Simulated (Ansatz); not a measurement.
# TiTe2 monolayer (2H): from the cell to its phonons, part 3 of 3

Aim: the vibrations of TiTe2 monolayer (2H), their spectra, and whether the structure is stable.

Ansatz 0.2.0; DFT PBE, scalar-relativistic, plane waves, PAW.

So far. Step 3 (Relaxing to small forces for the phonons): The largest force component left is 0.63 meV/Å, within the tolerances set. Step 4 (Modes at Γ): Before it was imposed, the acoustic sum rule was missed by 7.4e-5 eV/Å². Small misses are needed for a sound result but don't prove that mesh and cutoff are converged. The lowest optical mode is real, 57.1 cm⁻¹.

### Step 5. Response at finite wavevector (continued)

Tetrahedra on a 21×21×1 mesh, mean over bins of 5 cm-1. Interpolated from a 3×3×1 q mesh. Phonon density of states against wavenumber; read off at these points:

wavenumber (cm⁻¹), phonon density of states (1/cm⁻¹/cell) and a bar:
```
       -2      0.003 
       12      0.012 ##
       22      0.018 ####
       38      0.027 ######
       48      0.041 ##########
       52      0.061 ###############
       62      0.047 ###########
       72      0.073 ##################
       78      0.071 #################
       88      0.051 ############
      102      0.106 ###########################
      108      0.119 ##############################
      118      0.005 
      128      0.089 ######################
      142      0.017 ###
      152      0.015 ###
      168      0.013 ###
      182      0.009 #
      192      0.026 ######
      202      0.076 ###################
      208      0.050 ############
      222      0.013 ###
      232      0.017 ###
      248      0.016 ###
      258      0.047 ###########
      272      0.012 ##
```

The partial phonon density of states has structure finer than the step of the table below, so its rows give means over 10 cm⁻¹, whole bins alone (the curve runs from -12.1 to 290 cm⁻¹). Peaks (cm⁻¹: height): Te 73.5: 0.0748, 105.9: 0.127, 126.8: 0.0837; Ti 52.6: 0.0159, 163.0: 0.0171, 201.1: 0.0697, 258.2: 0.0407.

Phonopy on the run's constants, 17x17x1 mesh, Gaussian sigma 2.2 cm-1. Interpolated from a 3×3×1 q mesh. Table of partial phonon density of states by wavenumber; means over each step; values in 1/cm⁻¹/cell:

```csv
wavenumber (cm⁻¹),Te,Ti
0,0.00414,7.8e-4
10,0.00822,0.00161
20,0.0139,0.00295
30,0.0165,0.00411
40,0.0235,0.00667
50,0.0344,0.0124
60,0.0439,0.00419
70,0.0598,0.00324
80,0.0590,0.00288
90,0.0483,0.00228
100,0.0800,0.00390
110,0.0597,0.00285
120,0.0304,2.2e-4
130,0.0525,9.9e-4
140,0.0149,0.00285
150,0.00697,0.00875
160,0.00662,0.0131
170,0.00315,0.00737
180,0.00282,0.00783
190,0.00394,0.0175
200,0.00739,0.0536
210,0.00478,0.0372
220,0.00210,0.0132
230,0.00186,0.00922
240,0.00207,0.0115
250,0.00258,0.0168
260,0.00421,0.0340
270,0.00181,0.0177
280,4.7e-5,5.0e-4
```

Harmonic thermodynamic functions per atom, from the density of states. Interpolated from a 3×3×1 q mesh. Thermodynamic functions, by row:

```csv
T (K),F_vib (meV/atom),S (J/mol-atom/K),C_V (J/mol-atom/K)
0,23.44,0,0
100,14.92,18.41,18.61
200,-12.34,33,22.87
300,-51.76,42.51,23.94
400,-99.59,49.46,24.34
500,-153.8,54.92,24.54
600,-213.1,59.4,24.64
700,-276.7,63.2,24.71
800,-343.9,66.51,24.75
900,-414.4,69.42,24.78
1000,-487.7,72.03,24.8
```

Symmetry leaves 3 wavevectors to solve. The lowest mode among them, the acoustic zeros apart, lies at q = (0, 0.333, 0) and is real, 39.0 cm⁻¹.

### Step 6. Isotope substitution, element Te, natural mass 127.6 amu

An isotope changes the mass and not the force constants, so no new electronic calculation is needed; the shifts show which modes move this element.

The same force constants with the mass of Te changed from 127.600 to 129.906 u (phonopy, no LO-TO term). Both lists are sorted by frequency; levels can cross, so a row need not hold one and the same mode. Modes under 3 cm⁻¹ are left out. Isotope shifts, by row:

```csv
q,rank,natural mass (cm⁻¹),changed mass (cm⁻¹)
0 0 0,4,57.1,56.6
0 0 0,5,57.1,56.6
0 0 0,6,147.3,145.9
0 0 0,7,187.2,187
0 0 0,8,187.2,187
0 0 0,9,255.8,255.4
0 0.3333 0,1,39,38.74
0 0.3333 0,2,62.53,62.03
0 0.3333 0,3,69.51,68.89
0 0.3333 0,4,101,100.1
0 0.3333 0,5,101.7,100.8
0 0.3333 0,6,128.1,127
0 0.3333 0,7,187.8,187.3
0 0.3333 0,8,200.3,200.1
0 0.3333 0,9,258.4,258.1
0.3333 0.3333 0,1,54.78,54.48
0.3333 0.3333 0,2,96.6,95.77
0.3333 0.3333 0,3,99.45,98.67
0.3333 0.3333 0,4,102,101.1
0.3333 0.3333 0,5,106.8,105.9
0.3333 0.3333 0,6,118.6,117.6
0.3333 0.3333 0,7,141.5,141
0.3333 0.3333 0,8,218.1,218.1
0.3333 0.3333 0,9,255,254.8
```

A mode of this element alone would shift by -0.89 %. The highest zone-centre frequency without the field goes from 255.8 to 255.4 cm⁻¹ (-0.1 %). The product of the frequency ratios over all optical modes at Γ is 0.970; the product rule, (m/m′)^(3k/2) (M′/M)^(3/2) with k = 2 such atoms and M the mass of the cell, gives 0.969.

### Step 7. Isotope substitution, element Ti, natural mass 47.867 amu

The same for Ti, from 47.87 to 49.94 u.

The same force constants with the mass of Ti changed from 47.867 to 49.945 u (phonopy, no LO-TO term). Both lists are sorted by frequency; levels can cross, so a row need not hold one and the same mode. Modes under 3 cm⁻¹ are left out. Isotope shifts, by row:

```csv
q,rank,natural mass (cm⁻¹),changed mass (cm⁻¹)
0 0 0,4,57.1,57.1
0 0 0,5,57.1,57.1
0 0 0,6,147.3,147.3
0 0 0,7,187.2,183.9
0 0 0,8,187.2,183.9
0 0 0,9,255.8,251.3
0 0.3333 0,1,39,38.79
0 0.3333 0,2,62.53,62.39
0 0.3333 0,3,69.51,69.51
0 0.3333 0,4,101,101
0 0.3333 0,5,101.7,101.5
0 0.3333 0,6,128.1,128
0 0.3333 0,7,187.8,184.8
0 0.3333 0,8,200.3,196.6
0 0.3333 0,9,258.4,253.6
0.3333 0.3333 0,1,54.78,54.32
0.3333 0.3333 0,2,96.6,96.51
0.3333 0.3333 0,3,99.45,99.18
0.3333 0.3333 0,4,102,102
0.3333 0.3333 0,5,106.8,106.8
0.3333 0.3333 0,6,118.6,118.6
0.3333 0.3333 0,7,141.5,139.7
0.3333 0.3333 0,8,218.1,213.8
0.3333 0.3333 0,9,255,250.3
```

A mode of this element alone would shift by -2.10 %. The highest zone-centre frequency without the field goes from 255.8 to 251.3 cm⁻¹ (-1.8 %). The product of the frequency ratios over all optical modes at Γ is 0.948; the product rule, (m/m′)^(3k/2) (M′/M)^(3/2) with k = 1 such atoms and M the mass of the cell, gives 0.948.

### Step 8. Outcome

- space group after relaxation (within 0.01 Å): P-6m2
- area per atom: 4.05 Å²
- gap on the k-mesh: 0.182 eV
- highest optical mode at the zone centre (no LO-TO term): 256 cm⁻¹
- lowest optical zone-centre mode: 57.1 cm⁻¹
- lowest mode on the q mesh (acoustic modes at Γ apart): 39.0 cm⁻¹
- highest frequency on the path or at a solved wavevector: 273 cm⁻¹
- zero-point energy per atom: 23.4 meV
- heat capacity at 300 K: 23.9 J/(mol atoms K)
- vibrational entropy at 300 K: 42.5 J/(mol atoms K)
- imaginary modes on the 3×3×1 q mesh: none

In words: The structure is a minimum as far as tested: no mode is imaginary at the 3 irreducible wavevectors of the 3×3×1 mesh, and the softest away from the acoustic zeros lies at 39 cm⁻¹. Without the field, the optical modes at Γ span 57 to 256 cm⁻¹. The highest mode in this list at Γ, 255.8 cm⁻¹, is mostly motion of Ti (84 % of the kinetic energy). In a sheet or slab the interpolated bending branch near Γ is rough, since the rotational sum rule isn't imposed. Spin-orbit coupling is left out, which can matter for the heavy elements here. The starting cell was built on a prototype and not taken from a measurement. These are harmonic frequencies at zero temperature: anharmonic shifts, linewidths and thermal expansion are left out.

[Logs are printed without paths, hosts, clocks, repeated set-up lines and the standing remarks that a program may print on its own settings, such as how far it seeks lower states.]

[Hosts, paths, dates, database ids (printed as entryN), source tags and the programs' standing remarks are cut or masked in the printed files.]
